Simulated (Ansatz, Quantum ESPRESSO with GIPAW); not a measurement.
# Reading a 19F spectrum of TiH8N2F6

A crystal of composition TiH8N2F6 (one database entry, not always the ambient form) has the 19F spectrum and parameters below, calculated by GIPAW (PBEsol; shifts against CFCl3, scatter of the reference line 5 ppm; spans on the shift scale).

Simulated spectrum: 19F MAS at 30 kHz, 23.5 T (941.8 MHz), lines broadened by 2 ppm; rigid lattice, with dipolar and J couplings left out. Its lines over 1.5 % of the strongest:

```
δ (ppm)  area
  196.2  0.02
  164.4  0.08
  132.5  0.45
  100.6  1.00
   68.8  0.63
   36.9  0.37
    5.1  0.16
  -26.8  0.39
  -58.6  0.27
  -90.5  0.32
 -122.3  0.16
 -154.2  0.07
 -186.0  0.02
```

```csv
line,δ_iso (ppm),relative area,span (ppm),skew
A,37.7,1,287.4,0.97
B,36.5,2,284.6,0.97
```

Q: What surrounds each F site, and how symmetric is it?

A and B: a large, nearly axial span marks one short bond that sets the tensor's axis. The areas settle A and B, whose multiplicities are unique. The structure behind these values (space group C2/m; other structures could give like values):

```
line  surroundings  neighbours  bonds (Å)  site symmetry
   A   bound to Ti           1      1.880              m
   B   bound to Ti           1      1.882              1
```

[Banner, clock, file and message-heading lines were taken out of the pw.x and gipaw.x logs.]

[Logs are printed without paths, hosts, clocks, repeated set-up lines and the standing remarks that a program may print on its own settings, such as how far it seeks lower states.]

[Hosts, paths, dates, database ids (printed as entryN), source tags and the programs' standing remarks are cut or masked in the printed files.]
